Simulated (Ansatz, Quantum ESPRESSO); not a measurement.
# Conductance against width: vacuum gaps between two Pb(100) faces, part 2 of 5

Wanted: T at the Fermi level along a series, and its decay constant, for vacuum gaps between two Pb(100) faces.

Quantum ESPRESSO 7.5; plane-wave DFT, PBE, GBRV ultrasoft pseudopotentials; cross-check by Ansatz 0.2.0 with PAW datasets.

So far. Step 2 (Ground state, 5 Å): The run needed 11 iterations to bring the estimated error under 1e-07 Ry; the largest force on any atom, held or free, is 0.27 eV/Å.

### Step 3. Transmission with pwcond.x, 5 Å

Level of this step: transmission by pwcond, lead and junction from one cell; plane-wave DFT, PBE, GBRV ultrasoft pseudopotentials (Quantum ESPRESSO).

prefixt takes both regions from one run: the lead from 0 to bdl, the scattering region from bdl to bds (units of alat). ikind = 1 puts the same lead on both sides. The program's T_tot counts both spins in a run without spin; the tables below give T per spin.

j0.cond.in reads:

```
&inputcond
  outdir = './out'
  prefixt = 'j0.scf'
  tran_file = 'j0.cond.dat'
  bdl = 1.4142135624
  bds = 9.1839534821
  ikind = 1
  ewind = 4.0
  epsproj = 1e-05
  nz1 = 7
  energy0 = 0.4
  denergy = -0.4
/
15
  0.00000000 0.00000000 0.01562500
  0.00000000 0.12500000 0.06250000
  0.00000000 0.25000000 0.06250000
  0.00000000 0.37500000 0.06250000
  0.00000000 0.50000000 0.03125000
  0.12500000 0.12500000 0.06250000
  0.12500000 0.25000000 0.12500000
  0.12500000 0.37500000 0.12500000
  0.12500000 0.50000000 0.06250000
  0.25000000 0.25000000 0.06250000
  0.25000000 0.37500000 0.12500000
  0.25000000 0.50000000 0.06250000
  0.37500000 0.37500000 0.06250000
  0.37500000 0.50000000 0.06250000
  0.50000000 0.50000000 0.01562500
3
```

On the command line:

```console
OMP_NUM_THREADS=1 mpirun -n 4 pwcond.x -in j0.cond.in > j0.cond.out
```

What it wrote:

```text
[banner, memory and clock lines left out]
Program PWCOND v.7.5 starts

          URL

     ./out/j0.scf.save/

     IMPORTANT: XC functional enforced from input :
     Exchange-correlation= PBE
                           (   1   4   3   4   0   0   0)
     Any further DFT definition will be discarded
     Please, verify this is what you really want

     Check: negative core charge=   -0.000009

     negative rho (up, down):  1.858E-01 0.000E+00
     Reading collected, re-writing distributed wavefunctions

===== INPUT FILE containing all the regions =====

     GEOMETRY:

     lattice parameter (alat)  =       6.7213  a.u.
     the volume                =    2788.5937 (a.u.)^3
     the cross section         =      45.1756 (a.u.)^2
     l of the unit cell        =       9.1840 (alat)
     number of atoms/cell      =           12
     number of atomic types    =            1

     crystal axes: (cart. coord. in units of alat)
               a(1) = (  1.0000  0.0000  0.0000 )
               a(2) = (  0.0000  1.0000  0.0000 )
               a(3) = (  0.0000  0.0000  9.1840 )

   Cartesian axes

     site n.     atom                  positions (alat units)
          1        Pb     tau(  1)=(  0.0000  0.0000  9.1840  )
          2        Pb     tau(  2)=(  0.5000  0.5000  0.7071  )
          3        Pb     tau(  3)=(  0.0000  0.0000  1.4142  )
          4        Pb     tau(  4)=(  0.5000  0.5000  2.1213  )
          5        Pb     tau(  5)=(  0.0000  0.0000  2.8284  )
          6        Pb     tau(  6)=(  0.5000  0.5000  3.5355  )
          7        Pb     tau(  7)=(  0.0000  0.0000  4.9413  )
          8        Pb     tau(  8)=(  0.5000  0.5000  5.6484  )
          9        Pb     tau(  9)=(  0.0000  0.0000  6.3555  )
         10        Pb     tau( 10)=(  0.5000  0.5000  7.0626  )
         11        Pb     tau( 11)=(  0.0000  0.0000  7.7697  )
         12        Pb     tau( 12)=(  0.5000  0.5000  8.4768  )

     nr1s                      =           27
     nr2s                      =           27
     nr3s                      =          250
     nr1sx                     =           27
     nr2sx                     =           27
     nr3sx                     =          250
     nr1                       =           32
     nr2                       =           32
     nr3                       =          288
     nr1x                      =           32
     nr2x                      =           32
     nr3x                      =          288

 _______________________________
  Radii of nonlocal spheres:

     type       ibeta     ang. mom.          radius (alat units)
       Pb         1         0                    0.3458
       Pb         2         0                    0.3458
       Pb         3         1                    0.3458
       Pb         4         1                    0.3458
       Pb         5         2                    0.3458
       Pb         6         2                    0.3458
----- General information -----

--- T calc. with identical leads (ikind=1) ---

     nrx                       =           27
     nry                       =           27
     nz1                       =            7

     energy0               =         4.0E-01
     denergy               =        -4.0E-01
     nenergy               =          3
     ecut2d                =         4.0E+01
     ewind                 =         4.0E+00
     epsproj               =         1.0E-05

     number of k_|| points=   15
                       cryst. coord.
        k(    1) = (   0.0000000   0.0000000), wk =   0.0156250
        k(    2) = (   0.0000000   0.1250000), wk =   0.0625000
        k(    3) = (   0.0000000   0.2500000), wk =   0.0625000
        k(    4) = (   0.0000000   0.3750000), wk =   0.0625000
        k(    5) = (   0.0000000   0.5000000), wk =   0.0312500
        k(    6) = (   0.1250000   0.1250000), wk =   0.0625000
        k(    7) = (   0.1250000   0.2500000), wk =   0.1250000
        k(    8) = (   0.1250000   0.3750000), wk =   0.1250000
        k(    9) = (   0.1250000   0.5000000), wk =   0.0625000
        k(   10) = (   0.2500000   0.2500000), wk =   0.0625000
        k(   11) = (   0.2500000   0.3750000), wk =   0.1250000
        k(   12) = (   0.2500000   0.5000000), wk =   0.0625000
        k(   13) = (   0.3750000   0.3750000), wk =   0.0625000
        k(   14) = (   0.3750000   0.5000000), wk =   0.0625000
        k(   15) = (   0.5000000   0.5000000), wk =   0.0156250
----- Information about left/right lead -----

     nocros                   =           18
     noins                    =           18
     norb                     =           54
     norbf                    =          198
     nrz                      =           38

      iorb      type   ibeta   ang. mom.   m       position (alat)
        1        1       1        0        1   taunew(   1)=(  0.0000  0.0000  0.0000)
        2        1       2        0        1   taunew(   2)=(  0.0000  0.0000  0.0000)
        3        1       3        1        1   taunew(   3)=(  0.0000  0.0000  0.0000)
        4        1       3        1        2   taunew(   4)=(  0.0000  0.0000  0.0000)
        5        1       3        1        3   taunew(   5)=(  0.0000  0.0000  0.0000)
        6        1       4        1        1   taunew(   6)=(  0.0000  0.0000  0.0000)
        7        1       4        1        2   taunew(   7)=(  0.0000  0.0000  0.0000)
        8        1       4        1        3   taunew(   8)=(  0.0000  0.0000  0.0000)
        9        1       5        2        1   taunew(   9)=(  0.0000  0.0000  0.0000)
       10        1       5        2        2   taunew(  10)=(  0.0000  0.0000  0.0000)
       11        1       5        2        3   taunew(  11)=(  0.0000  0.0000  0.0000)
       12        1       5        2        4   taunew(  12)=(  0.0000  0.0000  0.0000)
       13        1       5        2        5   taunew(  13)=(  0.0000  0.0000  0.0000)
       14        1       6        2        1   taunew(  14)=(  0.0000  0.0000  0.0000)
       15        1       6        2        2   taunew(  15)=(  0.0000  0.0000  0.0000)
       16        1       6        2        3   taunew(  16)=(  0.0000  0.0000  0.0000)
       17        1       6        2        4   taunew(  17)=(  0.0000  0.0000  0.0000)
       18        1       6        2        5   taunew(  18)=(  0.0000  0.0000  0.0000)
       19        1       1        0        1   taunew(  19)=(  0.5000  0.5000  0.7071)
       20        1       2        0        1   taunew(  20)=(  0.5000  0.5000  0.7071)
       21        1       3        1        1   taunew(  21)=(  0.5000  0.5000  0.7071)
       22        1       3        1        2   taunew(  22)=(  0.5000  0.5000  0.7071)
[...]
167        1       3        1        3   taunew( 167)=(  0.5000  0.5000  7.0626)
      168        1       4        1        1   taunew( 168)=(  0.5000  0.5000  7.0626)
      169        1       4        1        2   taunew( 169)=(  0.5000  0.5000  7.0626)
      170        1       4        1        3   taunew( 170)=(  0.5000  0.5000  7.0626)
      171        1       5        2        1   taunew( 171)=(  0.5000  0.5000  7.0626)
      172        1       5        2        2   taunew( 172)=(  0.5000  0.5000  7.0626)
      173        1       5        2        3   taunew( 173)=(  0.5000  0.5000  7.0626)
      174        1       5        2        4   taunew( 174)=(  0.5000  0.5000  7.0626)
      175        1       5        2        5   taunew( 175)=(  0.5000  0.5000  7.0626)
      176        1       6        2        1   taunew( 176)=(  0.5000  0.5000  7.0626)
      177        1       6        2        2   taunew( 177)=(  0.5000  0.5000  7.0626)
      178        1       6        2        3   taunew( 178)=(  0.5000  0.5000  7.0626)
      179        1       6        2        4   taunew( 179)=(  0.5000  0.5000  7.0626)
      180        1       6        2        5   taunew( 180)=(  0.5000  0.5000  7.0626)
      181        1       1        0        1   taunew( 181)=(  0.0000  0.0000  7.7697)
      182        1       2        0        1   taunew( 182)=(  0.0000  0.0000  7.7697)
      183        1       3        1        1   taunew( 183)=(  0.0000  0.0000  7.7697)
      184        1       3        1        2   taunew( 184)=(  0.0000  0.0000  7.7697)
      185        1       3        1        3   taunew( 185)=(  0.0000  0.0000  7.7697)
      186        1       4        1        1   taunew( 186)=(  0.0000  0.0000  7.7697)
      187        1       4        1        2   taunew( 187)=(  0.0000  0.0000  7.7697)
      188        1       4        1        3   taunew( 188)=(  0.0000  0.0000  7.7697)
      189        1       5        2        1   taunew( 189)=(  0.0000  0.0000  7.7697)
      190        1       5        2        2   taunew( 190)=(  0.0000  0.0000  7.7697)
      191        1       5        2        3   taunew( 191)=(  0.0000  0.0000  7.7697)
      192        1       5        2        4   taunew( 192)=(  0.0000  0.0000  7.7697)
      193        1       5        2        5   taunew( 193)=(  0.0000  0.0000  7.7697)
      194        1       6        2        1   taunew( 194)=(  0.0000  0.0000  7.7697)
      195        1       6        2        2   taunew( 195)=(  0.0000  0.0000  7.7697)
      196        1       6        2        3   taunew( 196)=(  0.0000  0.0000  7.7697)
      197        1       6        2        4   taunew( 197)=(  0.0000  0.0000  7.7697)
      198        1       6        2        5   taunew( 198)=(  0.0000  0.0000  7.7697)
 ngper, shell number =          145          23
 ngper, n2d =          145          96
---  E-Ef =    0.4000000  k =    0.0000000   0.0000000
---  ie =          1  ik =          1
 Nchannels of the left tip =            1
 Right moving states:
   k1(2pi/a)   k2(2pi/a)   E-Ef (eV)
   0.3732331  -0.0000021   0.4000000
 Left moving states:
   k1(2pi/a)   k2(2pi/a)   E-Ef (eV)
  -0.3732331  -0.0000021   0.4000000

 to transmit
 Band j to band i transmissions and reflections:
    j         i     |T_ij|^2    |R_ij|^2

    1 -->     1     0.40948     0.59052
   Total T_j, R_j =    0.40948  0.59052

E-Ef(ev), T(x2 spins) =    0.4000000   0.8189658
---  E-Ef =    0.0000000  k =    0.0000000   0.0000000
---  ie =          2  ik =          1
 Nchannels of the left tip =            1
 Right moving states:
   k1(2pi/a)   k2(2pi/a)   E-Ef (eV)
   0.3420695  -0.0000022   0.0000000
 Left moving states:
   k1(2pi/a)   k2(2pi/a)   E-Ef (eV)
  -0.3420695  -0.0000022   0.0000000

 to transmit
 Band j to band i transmissions and reflections:
    j         i     |T_ij|^2    |R_ij|^2

    1 -->     1     0.37965     0.62035
   Total T_j, R_j =    0.37965  0.62035

E-Ef(ev), T(x2 spins) =    0.0000000   0.7592903
---  E-Ef =   -0.4000000  k =    0.0000000   0.0000000
---  ie =          3  ik =          1
 Nchannels of the left tip =            1
 Right moving states:
   k1(2pi/a)   k2(2pi/a)   E-Ef (eV)
   0.3105104  -0.0000022  -0.4000000
 Left moving states:
   k1(2pi/a)   k2(2pi/a)   E-Ef (eV)
  -0.3105104  -0.0000022  -0.4000000

 to transmit
 Band j to band i transmissions and reflections:
    j         i     |T_ij|^2    |R_ij|^2

    1 -->     1     0.34690     0.65310
   Total T_j, R_j =    0.34690  0.65310

E-Ef(ev), T(x2 spins) =   -0.4000000   0.6937984
 ngper, shell number =          143          71
 ngper, n2d =          143          95
[... further energies and points left out ...]
---  E-Ef =    0.4000000  k =    0.5000000   0.5000000
---  ie =          1  ik =         15
 Nchannels of the left tip =            4
 Right moving states:
   k1(2pi/a)   k2(2pi/a)   E-Ef (eV)
  -0.2815117  -0.0000163   0.4000000
  -0.2815117  -0.0000163   0.4000000
  -0.4150921   0.0000015   0.4000000
  -0.4188288  -0.0000066   0.4000000
 Left moving states:
   k1(2pi/a)   k2(2pi/a)   E-Ef (eV)
   0.2815117  -0.0000163   0.4000000
   0.2815117  -0.0000163   0.4000000
   0.4150921   0.0000015   0.4000000
   0.4188288  -0.0000066   0.4000000

 to transmit
 Band j to band i transmissions and reflections:
    j         i     |T_ij|^2    |R_ij|^2

    1 -->     1     0.01092     0.96895
    1 -->     2     0.00000     0.02012
    1 -->     3     0.00000     0.00000
    1 -->     4     0.00000     0.00000
   Total T_j, R_j =    0.01092  0.98908

    2 -->     1     0.00000     0.02012
    2 -->     2     0.01092     0.96895
    2 -->     3     0.00000     0.00000
    2 -->     4     0.00000     0.00000
   Total T_j, R_j =    0.01092  0.98908

    3 -->     1     0.00000     0.00000
    3 -->     2     0.00000     0.00000
    3 -->     3     0.00123     0.99877
    3 -->     4     0.00000     0.00000
   Total T_j, R_j =    0.00123  0.99877

    4 -->     1     0.00000     0.00000
    4 -->     2     0.00000     0.00000
    4 -->     3     0.00000     0.00000
    4 -->     4     0.00133     0.99867
   Total T_j, R_j =    0.00133  0.99867

E-Ef(ev), T(x2 spins) =    0.4000000   0.0488228
---  E-Ef =    0.0000000  k =    0.5000000   0.5000000
---  ie =          2  ik =         15
 Nchannels of the left tip =            2
 Right moving states:
   k1(2pi/a)   k2(2pi/a)   E-Ef (eV)
  -0.3311855  -0.0000165   0.0000000
  -0.3311855  -0.0000165   0.0000000
 Left moving states:
   k1(2pi/a)   k2(2pi/a)   E-Ef (eV)
   0.3311855  -0.0000165   0.0000000
   0.3311855  -0.0000165   0.0000000

 to transmit
 Band j to band i transmissions and reflections:
    j         i     |T_ij|^2    |R_ij|^2

    1 -->     1     0.00890     0.93096
    1 -->     2     0.00000     0.06014
   Total T_j, R_j =    0.00890  0.99110

    2 -->     1     0.00000     0.06014
    2 -->     2     0.00890     0.93096
   Total T_j, R_j =    0.00890  0.99110

E-Ef(ev), T(x2 spins) =    0.0000000   0.0356159
---  E-Ef =   -0.4000000  k =    0.5000000   0.5000000
---  ie =          3  ik =         15
 Nchannels of the left tip =            2
 Right moving states:
   k1(2pi/a)   k2(2pi/a)   E-Ef (eV)
  -0.3819370  -0.0000168  -0.4000000
  -0.3819370  -0.0000168  -0.4000000
 Left moving states:
   k1(2pi/a)   k2(2pi/a)   E-Ef (eV)
   0.3819370  -0.0000168  -0.4000000
   0.3819370  -0.0000168  -0.4000000

 to transmit
 Band j to band i transmissions and reflections:
    j         i     |T_ij|^2    |R_ij|^2

    1 -->     1     0.00693     0.01927
    1 -->     2     0.00000     0.97380
   Total T_j, R_j =    0.00693  0.99307

    2 -->     1     0.00000     0.97380
    2 -->     2     0.00693     0.01927
   Total T_j, R_j =    0.00693  0.99307

E-Ef(ev), T(x2 spins) =   -0.4000000   0.0277155
   T_tot     0.40000      0.56453E+00
   T_tot     0.00000      0.35063E+00
   T_tot    -0.40000      0.30978E+00

Note: The following floating-point exceptions are signalling: IEEE_UNDERFLOW_FLAG
Note: The following floating-point exceptions are signalling: IEEE_UNDERFLOW_FLAG
Note: The following floating-point exceptions are signalling: IEEE_UNDERFLOW_FLAG
Note: The following floating-point exceptions are signalling: IEEE_UNDERFLOW_FLAG
```

Run time: 2.5 min. Hardware: 4 MPI ranks of Arm Neoverse N1, shared host; peak memory 0.29 GiB; 9.9 min of CPU time.

This step gave:

```
lead channels at the Fermi level, one spin : 1.547
transmission at the Fermi level, one spin  : 0.1753
conductance                                : 0.1753 G₀
```

Per spin; mean over the k mesh across the current. Open channels, zone mean against energy, zero at the Fermi level:

```csv
energy (eV),"open channels, zone mean"
-0.400,1.67
0.000,1.55
0.400,1.52
```

Per spin; mean over the k mesh across the current. Table of transmission, zone mean by energy, zero at the Fermi level:

```csv
energy (eV),"transmission, zone mean"
-0.400,0.155
0.000,0.175
0.400,0.282
```

At 0.000 eV; k in fractions of b1, b2. Transmission by k point:

```csv
k1,k2,weight,t,channels
0,0,0.01562,0.3796,1
0,0.125,0.0625,0.3476,1
0,0.25,0.0625,0.2299,2
0,0.375,0.0625,0.1818,2
0,0.5,0.03125,0,0
0.125,0.125,0.0625,0.3618,1
0.125,0.25,0.125,0.2682,2
0.125,0.375,0.125,0.184,2
0.125,0.5,0.0625,0,0
0.25,0.25,0.0625,0.1747,2
0.25,0.375,0.125,0.1855,2
0.25,0.5,0.0625,0,0
0.375,0.375,0.0625,0.08832,2
0.375,0.5,0.0625,0.04624,2
0.5,0.5,0.01562,0.01781,2
```

(Continued in part 3 of 5.)

[Long decimals in the printed logs are rounded to 6 places.]

[Repeated lines of the later SCF iterations (solver, time, negative density, dipole) and banner, clock, host and MPI lines are left out of these logs without a mark at each place.]

[Logs are printed without paths, hosts, clocks, repeated set-up lines and the standing remarks that a program may print on its own settings, such as how far it seeks lower states.]

[Hosts, paths, dates, database ids (printed as entryN), source tags and the programs' standing remarks are cut or masked in the printed files.]

[Maps of the electrostatic potential energy from Ansatz leave out the sawtooth potential of an applied field or a dipole correction, so their vacuum need not be flat; planar profiles and work functions include it.]
